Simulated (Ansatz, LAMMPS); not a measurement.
# Elastic response of glassy CaAl2Si2O8 (130 atoms), part 2 of 4

How stiff is glassy CaAl2Si2O8 (130 atoms), and how do its levels respond to strain?

Ansatz 0.2.0; Kohn-Sham DFT, PBE, PAW (set soft_2), plane waves.

The cell: 20 Al, 10 Ca, 80 O and 20 Si. The quench rate of 10 K/ps is many orders above laboratory rates. The network of bonds at the start is that of the classical potential that made the cell. Sampling is at Γ alone.

So far. Step 2 (Single point at the start): The r.m.s. force at the start is 1.2 eV/Å. Step 3 (Cell and atoms relaxed): The relaxation converged after 14 steps, with a largest force component of 0.049 eV/Å.

## (4) Single point at the relaxed geometry

The electronic structure is read at the final geometry, in a run of its own.

input.yaml

```yaml
crystal:
  lattice:
    - [11.91901, -0.14093, 0.11026]
    - [-0.14093, 12.00812, 0.03436]
    - [0.11026, 0.03436, 11.78618]
  atoms:
    - { symbol: Al, position: [0.04595, 0.59062, 0.96116] }
    - { symbol: Al, position: [0.7367, 0.79737, 0.43495] }
    - { symbol: Al, position: [0.27456, 0.69074, 0.64615] }
    - { symbol: Al, position: [0.38625, 0.34418, 0.32243] }
    - { symbol: Al, position: [0.03706, 0.08235, 0.86369] }
    - { symbol: Al, position: [0.0421, 0.68566, 0.71981] }
    [... 118 atom lines left out ...]
    - { symbol: Si, position: [0.55005, 0.99027, 0.83999] }
    - { symbol: Si, position: [0.27694, 0.54852, 0.0671] }
    - { symbol: Si, position: [0.76085, 0.23401, 0.00455] }
    - { symbol: Si, position: [0.60575, 0.00323, 0.48952] }
    - { symbol: Si, position: [0.30519, 0.32375, 0.94405] }
    - { symbol: Si, position: [0.96069, 0.37098, 0.0904] }
kpoints:
  mp_grid: { grid: [1, 1, 1] }
hamiltonian:
  xc: pbe
scf:
  occupations: { method: gaussian, width: 0.05 }
output:
  forces: true
  stress: true
  populations: true
  dos:
    method: { smearing: { sigma: 0.08 } }
    de: 0.1
    projected: { site_lists: { Al: [Al], Ca: [Ca], O: [O], Si: [Si] } }
  eigenvalues: true
  write_density: true
  write_potential: true
  volumetric_format: npy
```

Launch:

```
$ ansatz run input.yaml --threads 4 --pin off --max-ram 8192MiB --backend cpu --events-out ev --progress --plain --runs-dir out
```

Numbers of over 12 decimals in the logs are rounded to 6 here.

The log of the run:

```text
[...]
Crystal: 130 atoms, lattice volume = 1686.501 Å³
Basis set: ecut = 420 eV, 32931 PW (Γ), exchange–correlation on 160×162×160 points (8 copies of the dense FFT grid, shifted against one another)
Bands: 490, of which v1, the nominal top of the filled ones, is band 360 counted from 1 (359 counted from 0)
Symmetry: 1 space group operations
[...]
k-points: 1
[...]
SCF iter   1: F=—  HF=-87203.519321 eV  |F-HF|=—  |Δ(HF+E_count)|=         —  Δρ=1.90e-3  dr2=7.34e-2  ethr=1.77e-3  ⟨swp⟩=7.0  Hψ=2351  notcnv=0  defer=106
[...]
SCF iter   9: F=-87203.535066 eV  HF=-87203.535066 eV  |F-HF|=1.30e-8  |Δ(HF+E_count)|=   1.67e-7  Δρ=2.21e-6  dr2=6.61e-8  ethr=1.39e-11  ⟨swp⟩=20.0  Hψ=4579  notcnv=0
SCF 1 converged in 9 iterations: F = -87203.535066 eV  dr2 = 6.61e-8
[...]
SCF converged after 9 iterations
Free energy (F): -87203.535066 eV
[...]
Internal energy: -87203.535066 eV  (E = F + TS)
E sigma→0 (E₀):  -87203.535066 eV
Fermi energy:    6.224529 eV
[...]
--- Forces (eV/Å), atoms counted from 1 ---
  atom   1  Al    -0.00427138    -0.01490089     0.00255524
  atom   2  Al    -0.01024913     0.00194568     0.00509668
  atom   3  Al     0.00741746     0.00087227    -0.00719795
  atom   4  Al     0.01768315    -0.00805802    -0.02103618
  atom   5  Al     0.00081587    -0.00606370    -0.00026141
  atom   6  Al     0.00878363     0.00321846     0.00004822
  atom   7  Al     0.00359760     0.02196967    -0.02848746
  atom   8  Al    -0.00480375     0.00749047     0.00420219
  atom   9  Al    -0.00041564     0.01457876     0.01392550
  atom  10  Al    -0.00665670     0.00050411    -0.00525810
  atom  11  Al    -0.00542245    -0.00624473    -0.00368623
  atom  12  Al    -0.00443679    -0.00674859     0.00791544
  atom  13  Al    -0.00659134     0.01660572    -0.00732936
  atom  14  Al    -0.00679929    -0.00952461     0.00309940
[...]
atom 129  Si     0.00048569    -0.00325202     0.00092118
  atom 130  Si     0.01140878    -0.02308303    -0.01021850
  max |Σ_I F_I| component: 1.38e-4 eV/Å
--- Stress (GPa, compression-positive) ---
        0.037558       0.005001       0.000788
        0.005009       0.027606       0.001368
        0.000782       0.001366       0.022352
  P = ⅓ Tr σ = 0.0292 GPa (0.292 kbar)
--- Band table (eV) ---
[...]
--- Löwdin populations: 130 sites ---
  site symbol       q [e]
     0     Al      1.6536
     1     Al      1.6578
     2     Al      1.6946
[...]
129     Si      2.2516
  spilling = 0.012016 (of n_electrons = 720.000000)
```

Run time: 31 s. Hardware: 4 threads of Intel Xeon Platinum 8223CL at 3.00GHz (Skylake/Cascade Lake), shared host; peak memory 2.5 GiB.

Read from the output:

- free energy: -87203.5351 eV
- free energy per atom: -670.7964 eV/atom
- SCF cycles: 9
- pressure: 0.02917 GPa
- r.m.s. force component: 0.01018 eV/Å
- longest force: 0.05429 eV/Å
- Fermi energy: 6.225 eV
- gap (highest filled to lowest empty level): 3.886 eV
- spilling of the projection: 0.01202

Löwdin charges by element and coordination (they lack the spilled electrons, 0.067 e an atom on average):

```
element  coordination  atoms  mean charge (e)  spread   least    most
     Al           all     20             1.31  0.0443    1.17    1.38
     Al             4     17             1.32  0.0461    1.17    1.38
     Al             5      1             1.30       0    1.30    1.30
     Al             6      2             1.28  0.0221    1.26    1.30
     Ca           all     10             1.80  0.0118    1.78    1.82
     Ca             4      1             1.81       0    1.81    1.81
     Ca             5      5             1.80  0.0146    1.78    1.82
     Ca             6      3             1.79  0.0042    1.79    1.80
     Ca             7      1             1.80       0    1.80    1.80
      O           all     80           -0.869  0.0721   -1.12  -0.760
      O             2     26           -0.825  0.0445  -0.978  -0.772
      O             3     49           -0.883  0.0636   -1.04  -0.760
      O             4      5           -0.957   0.117   -1.12  -0.799
     Si           all     20             1.69  0.0467    1.57    1.75
```

Density of states as counts of states in windows of 1 eV (from the Fermi level), total and the larger projections:

```
from (eV)  to (eV)  total   O p  Si p  Al p
      -18      -17    8.2   0.1   0.2   0.7
      -17      -12    0.0   0.0   0.0   0.0
      -12      -11    3.9   2.6   0.2   0.0
      -11      -10    9.1   6.1   0.5   0.1
      -10       -9   12.9   8.9   0.8   0.2
       -9       -8   28.2  20.7   2.6   0.6
       -8       -7   41.0  31.4   3.7   1.8
       -7       -6   54.5  43.3   4.2   3.1
       -6       -5   75.9  64.4   3.2   3.7
       -5       -4   92.8  84.4   1.8   2.3
       -4       -3   99.0  93.5   1.0   1.2
       -3       -2   60.8  58.1   0.5   0.7
       -2       -1    1.9   1.8   0.0   0.0
       -1        1    0.0   0.0   0.0   0.0
        1        2    1.9   0.0   0.0   0.0
        2        3    0.1   0.0   0.0   0.0
        3        4   22.0   1.7   1.3   2.5
        4        5   61.7   3.4   4.1   6.3
```

The curve was stored every 0.10 eV, coarse against its broadening of 0.08 eV, so these counts are rough.

Between -26 and -18 eV lie 212 more states.

The levels nearest the highest filled one (over half full), pooled over k-points and spins:

```
level less the highest filled one (eV)  occupation
                                -0.233           2
                                -0.199           2
                                -0.178           2
                                -0.108           2
                               -0.0945           2
                                     0           2
                                  3.89           0
                                  5.26           0
                                  5.32           0
                                  5.35           0
                                  5.44           0
                                  5.55           0
```

Valence density in the ab plane at fractional z = 0.330, with atoms of Al and Ca and O and Si within 0.2 Å of it. It is the smooth field of the valence electrons, not physical close to the nuclei.

Ten steps, logarithmic in the rise over the least value, from '0' (0.0 e/Å³) to '9' (6.2 e/Å³), each cell a mean:
```
7999744565446653100001121112233223
5787546898532221100000123333221112
2333235887521111100000136775311001
1111224554311122100000247886310000
1233323333211111100000135664210000
1344432344432111110000112332100000
1234322468874224543100111110011111
1111112479985346764211111000134432
2100012367763235654111111001358864
2100112344443222321001100002479985
1001233322456653100011111222357763
0001234433579985200001136764223321
0001233333579974200001368997311000
0000111112346653100000368986300000
0000000111223322111000135653100000
0111111233321112221101123221000000
2344323455532122222112355421000001
4677533455432222211113578642111112
5888632233221111100113567642221112
3566421111100000000112344421221111
1222110000001110001112333211222111
0111000000135653111123555322454321
2454210000268986311124665433566532
6888521222368986310113444223466433
```
Columns run along a (11.9 Å), rows up along b (12.0 Å). Atoms in or near the plane, at fractional coordinates: Al at (0.39, 0.34), Al at (0.79, 0.14), Ca at (0.07, 0.97), Ca at (0.74, 0.45), O at (0.38, 0.49), O at (0.29, 0.69), O at (0.91, 0.60), Si at (0.25, 0.55).

Electrostatic potential energy in the ab plane at fractional z = 0.330, with atoms of Al and Ca and O and Si within 0.2 Å of it. With pseudopotentials it is smooth inside the atoms' cores, unlike the true potential.

Ten even steps from '0' (-39 eV) to '9' (11 eV), each cell a mean:
```
3000378878875457899999999999999987
5212687313898889999999999999999988
8777898314899999999999997568999999
9999998778999999999999995137999999
9999987678999999999999998679999999
9999987778899998888999999999999999
9999998863259986567899999999999999
9999999950038874236899999999999999
9999998864478875457899999999984369
9999987311478988788999999999950039
9999985000167789999999998888985579
9999997301340049999999874346899999
9999998767740048999999740003789999
9999999999886578999999740003789999
9999999999865656899999875457899999
9999999999757765799999998888999999
9998889987765656899999988999999999
9645778988887778999999844699999999
8312788999999999999999865777789999
9867889999999999999999997566578999
9999999999988888999999987577568999
9988999999876557899999887656678999
8666789998740014799999768888866899
5101579999740004799999999999977998
```
Columns run along a (11.9 Å; values clipped at the 3rd and 97th percentile), rows up along b (12.0 Å). Atoms in or near the plane, at fractional coordinates: Al at (0.39, 0.34), Al at (0.79, 0.14), Ca at (0.07, 0.97), Ca at (0.74, 0.45), O at (0.38, 0.49), O at (0.29, 0.69), O at (0.91, 0.60), Si at (0.25, 0.55).

Between filled and empty levels lie 3.89 eV (at Γ alone); a semilocal functional tends to put such gaps too low. In a disordered cell it changes from sample to sample, and tail or defect levels can set it. Mean Löwdin charges: Al +1.31, Ca +1.80, O -0.87, Si +1.69 e (they miss 1.2 % of the electrons, so they add up to more than the cell's charge).

## (5) Volume -3 %

The relaxed cell is scaled evenly and the atoms are relaxed again; the stress at the end gives one point of P(V).

input.yaml, the sections that differ from step 4:

```yaml
crystal:
  lattice:
    - [11.79861, -0.13951, 0.10915]
    - [-0.13951, 11.88682, 0.03401]
    - [0.10915, 0.03401, 11.66712]
  atoms:
    [... the 130 atom lines of step 4 ...]
output:
  forces: true
  eigenvalues: true
  stress: true
relax:
  f_tol: 0.05
  max_steps: 70
# kpoints, hamiltonian, scf: as in step 4
```

The log of the run:

```text
Warning: output.stress: scf.convergence.dr2_threshold = 1e-7 eV (the SCF's general default) is looser than the 1.08e-8 eV advised for a printed stress (1e-10 eV for each atom of the cell: 130, of which 108 are counted). What an SCF threshold leaves in a stress goes as its square root, and in the free energy as the threshold itself, and one threshold admits the most on a small cell: [...]
[...]
Crystal: 130 atoms, lattice volume = 1635.906 Å³
Basis set: ecut = 420 eV, 31971 PW (Γ), exchange–correlation on 160×160×160 points (8 copies of the dense FFT grid, shifted against one another)
Bands: 490, of which v1, the nominal top of the filled ones, is band 360 counted from 1 (359 counted from 0)
Symmetry: 1 space group operations
[...]
k-points: 1
[...]
SCF iter   1: F=—  HF=-87202.746129 eV  |F-HF|=—  |Δ(HF+E_count)|=         —  Δρ=1.99e-3  dr2=7.66e-2  ethr=1.77e-3  ⟨swp⟩=7.0  Hψ=2379  notcnv=0  defer=102
[...]
SCF iter   5: F=—  HF=-87202.753852 eV  |F-HF|=—  |Δ(HF+E_count)|=   3.82e-5  Δρ=7.95e-5  dr2=9.84e-5  ethr=5.39e-8  ⟨swp⟩=2.0  Hψ=621  notcnv=0  defer=115
SCF iter   6: F=-87202.753860 eV  HF=-87202.753869 eV  |F-HF|=9.03e-6  |Δ(HF+E_count)|=   1.65e-5  Δρ=3.99e-5  dr2=2.19e-5  ethr=8.68e-9  ⟨swp⟩=16.0  Hψ=3025  notcnv=0
SCF 1 converged in 6 iterations: F = -87202.753860 eV  dr2 = 2.19e-5
[...]
relax step   1: F+E_penalty+E_count = -87202.75385961 eV  Δ(F+E_penalty+E_count) = +0.000e0 eV  max|allowed force component| = 4.713e-1 eV/Å  Δτ_max = 0.0000 Å  (6 SCF iters, dr2 threshold 6.25e-5 eV, accepted)
[...]
relax step   2: F+E_penalty+E_count = -87202.98945570 eV  Δ(F+E_penalty+E_count) = -2.356e-1 eV  max|allowed force component| = 3.086e-1 eV/Å  Δτ_max = 0.0493 Å  (6 SCF iters, dr2 threshold 1.39e-5 eV, accepted)
[...]
relax step   3: F+E_penalty+E_count = -87203.13532290 eV  Δ(F+E_penalty+E_count) = -1.459e-1 eV  max|allowed force component| = 1.534e-1 eV/Å  Δτ_max = 0.0595 Å  (7 SCF iters, dr2 threshold 5.95e-6 eV, accepted)
relax step   4: F+E_penalty+E_count = -87202.97503625 eV  Δ(F+E_penalty+E_count) = +1.603e-1 eV  max|allowed force component| = 1.224e0 eV/Å  Δτ_max = 0.2000 Å  (8 SCF iters, dr2 threshold 5.82e-6 eV, rejected (line search))
relax step   5: F+E_penalty+E_count = -87203.17704634 eV  Δ(F+E_penalty+E_count) = -4.172e-2 eV  max|allowed force component| = 1.363e-1 eV/Å  Δτ_max = 0.0470 Å  (9 SCF iters, accepted)
relax step   6: F+E_penalty+E_count = -87203.15546440 eV  Δ(F+E_penalty+E_count) = +2.158e-2 eV  max|allowed force component| = 2.496e-1 eV/Å  Δτ_max = 0.1000 Å  (7 SCF iters, dr2 threshold 4.59e-6 eV, rejected (line search))
relax step   7: F+E_penalty+E_count = -87203.18402694 eV  Δ(F+E_penalty+E_count) = -6.981e-3 eV  max|allowed force component| = 1.326e-1 eV/Å  Δτ_max = 0.0500 Å  (9 SCF iters, accepted)
relax step   8: F+E_penalty+E_count = -87203.18777176 eV  Δ(F+E_penalty+E_count) = -3.745e-3 eV  max|allowed force component| = 5.683e-2 eV/Å  Δτ_max = 0.0500 Å  (6 SCF iters, dr2 threshold 1.39e-5 eV, accepted)
relax step   9: F+E_penalty+E_count = -87203.19036809 eV  Δ(F+E_penalty+E_count) = -2.596e-3 eV  max|allowed force component| = 5.093e-2 eV/Å  Δτ_max = 0.0218 Å  (8 SCF iters, accepted)
relax step  10: F+E_penalty+E_count = -87203.18432845 eV  Δ(F+E_penalty+E_count) = +6.040e-3 eV  max|allowed force component| = 8.339e-2 eV/Å  Δτ_max = 0.0899 Å  (9 SCF iters, rejected (line search))
[...]
relax step  11: F+E_penalty+E_count = -87203.19194604 eV  Δ(F+E_penalty+E_count) = -1.578e-3 eV  max|allowed force component| = 2.831e-2 eV/Å  Δτ_max = 0.0333 Å  (9 SCF iters, accepted)
SCF converged after 9 iterations
Free energy (F): -87203.191946 eV
[...]
Internal energy: -87203.191946 eV  (E = F + TS)
E sigma→0 (E₀):  -87203.191946 eV
Fermi energy:    6.592758 eV
[...]
Σ components = -87203.191946   (vs F -87203.191946, Δ=0.00e0)
--- Forces (eV/Å), atoms counted from 1 ---
  atom   1  Al     0.01410952     0.00173011     0.00790086
  atom   2  Al    -0.01018059     0.01230048    -0.01013233
  atom   3  Al     0.00153475     0.00527759    -0.01613569
  atom   4  Al     0.00095038    -0.00143986    -0.01520315
[...]
atom 130  Si     0.00082927     0.00800995     0.00656357
  max |Σ_I F_I| component: 1.61e-4 eV/Å
--- Stress (GPa, compression-positive) ---
        2.113286      -0.099925      -0.019331
       -0.099917       2.314855       0.070352
       -0.019337       0.070349       2.289671
  P = ⅓ Tr σ = 2.2393 GPa (22.393 kbar)
--- Band table (eV) ---
[...]
--- Relaxed structure (11 steps of the walk, 8 accepted, 0 SCFs on fresh bases) ---
  F+E_penalty+E_count = -87203.19194604 eV   max|allowed force component| = 2.831e-2 eV/Å
  atoms:
    - { symbol: Al, position: [0.047897, 0.592112, 0.958325] }
    - { symbol: Al, position: [0.731674, 0.800266, 0.435332] }
    - { symbol: Al, position: [0.276585, 0.689706, 0.645901] }
    - { symbol: Al, position: [0.387570, 0.345279, 0.322686] }
[...]
- { symbol: Si, position: [0.962617, 0.369317, 0.089130] }
```

The job ended after 3.5 min (4 threads; peak memory 2.5 GiB).

The program notes that the SCF threshold is loose for the stress.

The relaxation converged after 11 steps, 0.438 eV below its start, with a largest force component of 0.028 eV/Å.

Volume -3 %: the energy stands 0.343 eV above that of the reference, at a pressure of 2.24 GPa.

## (6) Volume +3 %

The relaxed cell is scaled to another volume.

input.yaml, the sections that differ from step 5:

```yaml
crystal:
  lattice:
    - [12.03703, -0.14233, 0.11135]
    - [-0.14233, 12.12702, 0.0347]
    - [0.11135, 0.0347, 11.90288]
  atoms:
    [... the 130 atom lines of step 4 ...]
# kpoints, hamiltonian, scf, output, relax: as in step 5
```

The log of the run:

```text
[...]
Crystal: 130 atoms, lattice volume = 1737.096 Å³
Basis set: ecut = 420 eV, 33937 PW (Γ), exchange–correlation on 162×180×160 points (8 copies of the dense FFT grid, shifted against one another)
Bands: 490, of which v1, the nominal top of the filled ones, is band 360 counted from 1 (359 counted from 0)
Symmetry: 1 space group operations
[...]
k-points: 1
[...]
SCF iter   1: F=—  HF=-87202.827831 eV  |F-HF|=—  |Δ(HF+E_count)|=         —  Δρ=1.84e-3  dr2=7.07e-2  ethr=1.77e-3  ⟨swp⟩=7.0  Hψ=2353  notcnv=0  defer=108
[...]
SCF iter   5: F=—  HF=-87202.844828 eV  |F-HF|=—  |Δ(HF+E_count)|=   5.64e-5  Δρ=8.13e-5  dr2=1.11e-4  ethr=5.74e-8  ⟨swp⟩=2.0  Hψ=623  notcnv=0  defer=120
SCF iter   6: F=-87202.844837 eV  HF=-87202.844845 eV  |F-HF|=8.35e-6  |Δ(HF+E_count)|=   1.76e-5  Δρ=3.95e-5  dr2=2.39e-5  ethr=8.68e-9  ⟨swp⟩=14.0  Hψ=3161  notcnv=0
SCF 1 converged in 6 iterations: F = -87202.844837 eV  dr2 = 2.39e-5
[...]
relax step   1: F+E_penalty+E_count = -87202.84483683 eV  Δ(F+E_penalty+E_count) = +0.000e0 eV  max|allowed force component| = 4.151e-1 eV/Å  Δτ_max = 0.0000 Å  (6 SCF iters, dr2 threshold 6.25e-5 eV, accepted)
[...]
relax step   2: F+E_penalty+E_count = -87203.06180566 eV  Δ(F+E_penalty+E_count) = -2.170e-1 eV  max|allowed force component| = 2.609e-1 eV/Å  Δτ_max = 0.0519 Å  (7 SCF iters, dr2 threshold 1.08e-5 eV, accepted)
[...]
relax step   3: F+E_penalty+E_count = -87203.18651614 eV  Δ(F+E_penalty+E_count) = -1.247e-1 eV  max|allowed force component| = 1.352e-1 eV/Å  Δτ_max = 0.0712 Å  (7 SCF iters, dr2 threshold 4.25e-6 eV, accepted)
relax step   4: F+E_penalty+E_count = -87203.10020275 eV  Δ(F+E_penalty+E_count) = +8.631e-2 eV  max|allowed force component| = 1.508e0 eV/Å  Δτ_max = 0.1175 Å  (7 SCF iters, dr2 threshold 4.91e-6 eV, rejected (line search))
relax step   5: F+E_penalty+E_count = -87203.22113965 eV  Δ(F+E_penalty+E_count) = -3.462e-2 eV  max|allowed force component| = 2.036e-1 eV/Å  Δτ_max = 0.0549 Å  (9 SCF iters, accepted)
relax step   6: F+E_penalty+E_count = -87203.20899603 eV  Δ(F+E_penalty+E_count) = +1.214e-2 eV  max|allowed force component| = 1.836e-1 eV/Å  Δτ_max = 0.1000 Å  (7 SCF iters, dr2 threshold 1.11e-5 eV, rejected (line search))
relax step   7: F+E_penalty+E_count = -87203.23266978 eV  Δ(F+E_penalty+E_count) = -1.153e-2 eV  max|allowed force component| = 7.350e-2 eV/Å  Δτ_max = 0.0372 Å  (9 SCF iters, accepted)
[...]
relax step   8: F+E_penalty+E_count = -87203.23384099 eV  Δ(F+E_penalty+E_count) = -1.171e-3 eV  max|allowed force component| = 4.755e-2 eV/Å  Δτ_max = 0.0500 Å  (9 SCF iters, accepted)
SCF converged after 9 iterations
Free energy (F): -87203.233841 eV
[...]
Internal energy: -87203.233841 eV  (E = F + TS)
E sigma→0 (E₀):  -87203.233841 eV
Fermi energy:    5.881666 eV
[...]
Σ components = -87203.233841   (vs F -87203.233841, Δ=0.00e0)
--- Forces (eV/Å), atoms counted from 1 ---
  atom   1  Al     0.01143390     0.00137516     0.01509353
  atom   2  Al     0.00386818     0.00451542     0.01726157
  atom   3  Al     0.00975617     0.00868562     0.01513605
  atom   4  Al    -0.00565377     0.00412504     0.00562542
[...]
atom 130  Si    -0.00105852     0.01645659     0.00207665
  max |Σ_I F_I| component: 1.13e-4 eV/Å
--- Stress (GPa, compression-positive) ---
       -1.833735       0.078389       0.026450
        0.078396      -1.894373      -0.107192
        0.026445      -0.107193      -1.984633
  P = ⅓ Tr σ = -1.9042 GPa (-19.042 kbar)
--- Band table (eV) ---
[...]
--- Relaxed structure (8 steps of the walk, 6 accepted, 0 SCFs on fresh bases) ---
  F+E_penalty+E_count = -87203.23384099 eV   max|allowed force component| = 4.755e-2 eV/Å
  atoms:
    - { symbol: Al, position: [0.044796, 0.588688, 0.962988] }
    - { symbol: Al, position: [0.742483, 0.795888, 0.435725] }
    - { symbol: Al, position: [0.273428, 0.690990, 0.646398] }
    - { symbol: Al, position: [0.384605, 0.343126, 0.322034] }
[...]
- { symbol: Si, position: [0.959702, 0.372216, 0.091315] }
```

Elapsed: 2.9 min, on 4 threads; peak memory 2.6 GiB.

The relaxation converged after 8 steps, 0.389 eV below its start, with a largest force component of 0.048 eV/Å.

Volume +3 %: the energy stands 0.301 eV above that of the reference, at a pressure of -1.90 GPa.

(Part 2 of 4 ends here.)

[Logs are printed without paths, hosts, clocks, repeated set-up lines and the standing remarks that a program may print on its own settings, such as how far it seeks lower states.]

[Hosts, paths, dates, database ids (printed as entryN), source tags and the programs' standing remarks are cut or masked in the printed files.]
